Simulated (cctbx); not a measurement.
**Reading a Patterson map**

Space group P2_1/m (no. 11), a = 3.8480 Å, b = 14.9470 Å, c = 6.3820 Å, α = 90.00°, β = 93.65°, γ = 90.00°, content Cu4 Mn4 K2 S8.

The data are simulated with cctbx, not measured: Mo Kα, λ = 0.71073 Å, to d = 0.6 Å, 80 % of the full sphere, strongest reflection 40000 counts, noise from counting, a 3 % proportional error and a noise floor of 4 counts (s.d.); no absorption, some extinction.

Patterson synthesis, origin scaled to 1000:

```text
Patterson group P 1 2/m 1
      u       v       w   height  length (A)
  0.000   0.000   0.000   1000.0     0.00
  0.500   0.000   0.500    299.4     3.62
  0.000   0.222   0.000    294.6     3.31
  0.500   0.500   0.500    259.8     8.30
  0.000   0.500   0.000    248.8     7.47
  0.050   0.500   0.299    230.9     7.71
  0.446   0.398   0.187    206.9     6.28
  0.500   0.110   0.500    191.2     3.97
  0.474   0.144   0.847    190.2     3.02
 -0.018   0.273   0.311    186.9     4.54
  0.486   0.365   0.846    183.3     5.87
 -0.017   0.141   0.357    181.3     3.11
  0.023   0.361   0.650    137.4     5.84
  0.482   0.256   0.854    131.9     4.37
```

**Question.** Which atom pairs make the peaks, and where is the heaviest atom?

A peak at u stands for all pairs with xi − xj = u, with weight Σ ZiZj against Σ Z² = 8634 at the origin. Peak heights follow these weights only roughly, since form factors, motion and series ripples differ, all vectors within 0.55 Å of a peak are counted as merged into it though the farther ones add only part of their weight, and F(000) is left out, which lowers the whole map:

| u | v | w | shortest length (Å) | height | 1000 ΣZiZj/ΣZ² | pairs in the cell |
| --- | --- | --- | --- | --- | --- | --- |
| 0.500 | 0.000 | 0.500 | 3.62 | 299 | 527 | 4 × Mn–Mn, 8 × S–S |
| 0.000 | 0.222 | 0.000 | 3.32 | 295 | 410 | 4 × Cu–S, 2 × Cu–Cu |
| 0.500 | 0.500 | 0.500 | 8.30 | 260 | 290 | 4 × Mn–Mn |
| 0.000 | 0.500 | 0.000 | 7.47 | 249 | 290 | 4 × Mn–Mn |
| 0.050 | 0.500 | 0.299 | 7.71 | 231 | 237 | 2 × Cu–Cu, 1 × K–K |
| 0.446 | 0.398 | 0.187 | 6.28 | 207 | 313 | 4 × Mn–S, 2 × Cu–K |
| 0.500 | 0.110 | 0.500 | 3.98 | 191 | 255 | 4 × Cu–K |
| 0.474 | 0.144 | 0.847 | 3.02 | 190 | 238 | 2 × Cu–Mn, 2 × K–S |
| -0.018 | 0.273 | 0.311 | 4.54 | 187 | 315 | 2 × Mn–K, 2 × Cu–S, 1 × Cu–Cu |
| 0.486 | 0.365 | 0.846 | 5.86 | 183 | 296 | 2 × Cu–Mn, 2 × Cu–K |

The table stops at ten peaks or at a height of 45, below which ripples compete. In the model behind the data Cu, the heaviest element, has 1 independent site: (0.5238, 0.8603, 0.1484), up to an allowed shift of origin; the Cu–Cu vectors are differences of these positions and their symmetry mates. Elements of similar Z can't be told apart from the map alone. The whole model:

| atom | mult. | x | y | z | Ueq (Å²) |
| --- | --- | --- | --- | --- | --- |
| Cu1 | 4 | 0.5238 | 0.8603 | 0.1484 | 0.0191 |
| Mn1 | 2 | 1/2 | 0 | 1/2 | 0.0260 |
| Mn2 | 2 | 0 | 1/2 | 0 | 0.0195 |
| K1 | 2 | 0.9623 | 1/4 | 0.3387 | 0.0274 |
| S1 | 4 | 0.5723 | 0.9151 | 0.8333 | 0.0184 |
| S2 | 4 | 0.0251 | 0.5999 | 0.2831 | 0.0274 |

The model is made up (kin elements in a known structure type, no relaxation), so it says nothing on whether the phase exists.

[Logs are printed without paths, hosts, clocks, repeated set-up lines and the standing remarks that a program may print on its own settings, such as how far it seeks lower states.]
